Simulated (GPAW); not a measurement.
The Pd L₃ edge of atom 2 in CdPd (P4/mmm), with 8 Cd at 2.81 Å and 4 Pd at 3.03 Å (distorted cuboctahedral, site symmetry 4/mmm), was computed in 2 ways: excited-electron core hole (neutral cell) and no core hole. Program and functional: GPAW, LDA, Gaussian full width 2.25 eV up to 4 eV, rising linearly to 3.5 eV at 25 eV; cells of 2 and 16 atoms (the run without a hole in the smaller).

Each run is counted from its own lowest empty level or Fermi level and scaled to a mean of 1 over its first 20 eV.

| E (eV) | run 1 | run 2 |
| --- | --- | --- |
| -2.0 | 0.05 | 0.02 |
| -1.5 | 0.15 | 0.07 |
| -1.0 | 0.37 | 0.17 |
| -0.5 | 0.72 | 0.33 |
| 0.0 | 1.11 | 0.53 |
| 0.5 | 1.38 | 0.71 |
| 1.0 | 1.46 | 0.82 |
| 1.5 | 1.37 | 0.85 |
| 2.0 | 1.24 | 0.88 |
| 2.5 | 1.15 | 0.92 |
| 3.0 | 1.13 | 0.99 |
| 3.5 | 1.16 | 1.05 |
| 4.0 | 1.20 | 1.07 |
| 4.5 | 1.20 | 1.07 |
| 5.0 | 1.16 | 1.07 |
| 5.5 | 1.10 | 1.06 |
| 6.0 | 1.06 | 1.05 |
| 6.5 | 1.04 | 1.05 |
| 7.0 | 1.03 | 1.05 |
| 7.5 | 1.01 | 1.06 |
| 8.0 | 1.00 | 1.06 |
| 8.5 | 0.99 | 1.06 |
| 9.0 | 0.99 | 1.06 |
| 9.5 | 0.99 | 1.06 |
| 10.0 | 0.97 | 1.06 |
| 10.5 | 0.95 | 1.05 |
| 11.0 | 0.94 | 1.02 |
| 11.5 | 0.92 | 1.00 |
| 12.0 | 0.89 | 0.99 |
| 12.5 | 0.87 | 0.98 |
| 13.0 | 0.84 | 0.97 |
| 13.5 | 0.83 | 0.97 |
| 14.0 | 0.82 | 0.97 |
| 14.5 | 0.83 | 0.98 |
| 15.0 | 0.83 | 0.99 |
| 15.5 | 0.85 | 1.00 |
| 16.0 | 0.86 | 1.02 |
| 16.5 | 0.87 | 1.03 |
| 17.0 | 0.87 | 1.04 |
| 17.5 | 0.87 | 1.04 |
| 18.0 | 0.86 | 1.04 |
| 18.5 | 0.84 | 1.02 |
| 19.0 | 0.82 | 1.00 |
| 19.5 | 0.81 | 0.99 |
| 20.0 | 0.82 | 1.01 |
| 20.5 | 0.83 | 1.04 |
| 21.0 | 0.86 | 1.09 |
| 21.5 | 0.89 | 1.13 |
| 22.0 | 0.92 | 1.16 |
| 22.5 | 0.94 | 1.18 |
| 23.0 | 0.96 | 1.20 |
| 23.5 | 0.98 | 1.22 |
| 24.0 | 1.00 | 1.25 |
| 24.5 | 1.02 | 1.27 |
| 25.0 | 1.04 | 1.28 |
| 25.5 | 1.05 | 1.28 |
| 26.0 | 1.05 | 1.26 |
| 26.5 | 1.04 | 1.23 |
| 27.0 | 1.01 | 1.20 |
| 27.5 | 0.99 | 1.16 |
| 28.0 | 0.98 | 1.14 |
| 28.5 | 0.97 | 1.12 |
| 29.0 | 0.97 | 1.11 |
| 29.5 | 0.96 | 1.10 |
| 30.0 | 0.94 | 1.08 |
| 30.5 | 0.92 | 1.06 |
| 31.0 | 0.89 | 1.03 |
| 31.5 | 0.86 | 1.01 |
| 32.0 | 0.84 | 0.99 |

Q: Which run is which?

Run 1: no core hole (area from −2 to 6 eV 8.2, main maxima 1.0 eV (1.46), 4.2 eV (1.20), 17.2 eV (0.87) and 25.6 eV (1.05)). Run 2: excited-electron core hole (neutral cell) (area from −2 to 6 eV 6.1, main maxima 4.4 eV (1.07), 17.4 eV (1.04) and 25.2 eV (1.29)). With each curve scaled to its own mean, the area from −2 to 6 eV with the hole is 6.1 against 8.2, and the centre of weight from −1 to 20 eV moves by +1.2 eV (first and strongest maxima below 20 eV: 1.0 eV (1.46), 4.2 eV (1.20) and 17.2 eV (0.87) without the hole, 4.4 eV (1.07) and 17.4 eV (1.04) with it): the near-edge weight falls against the higher-lying part.

[Hosts, paths, dates, database ids (printed as entryN), source tags and the programs' standing remarks are cut or masked in the printed files.]

[Lists of maxima count a maximum above −3 eV only where it reaches 4 % of the highest in the window and stands out from its surroundings by 2 % of it (1.5 % where it reaches 55 %); shoulders and weaker maxima are passed over, and of the rest the first, up to two pre-edge ones and the few strongest are named.]
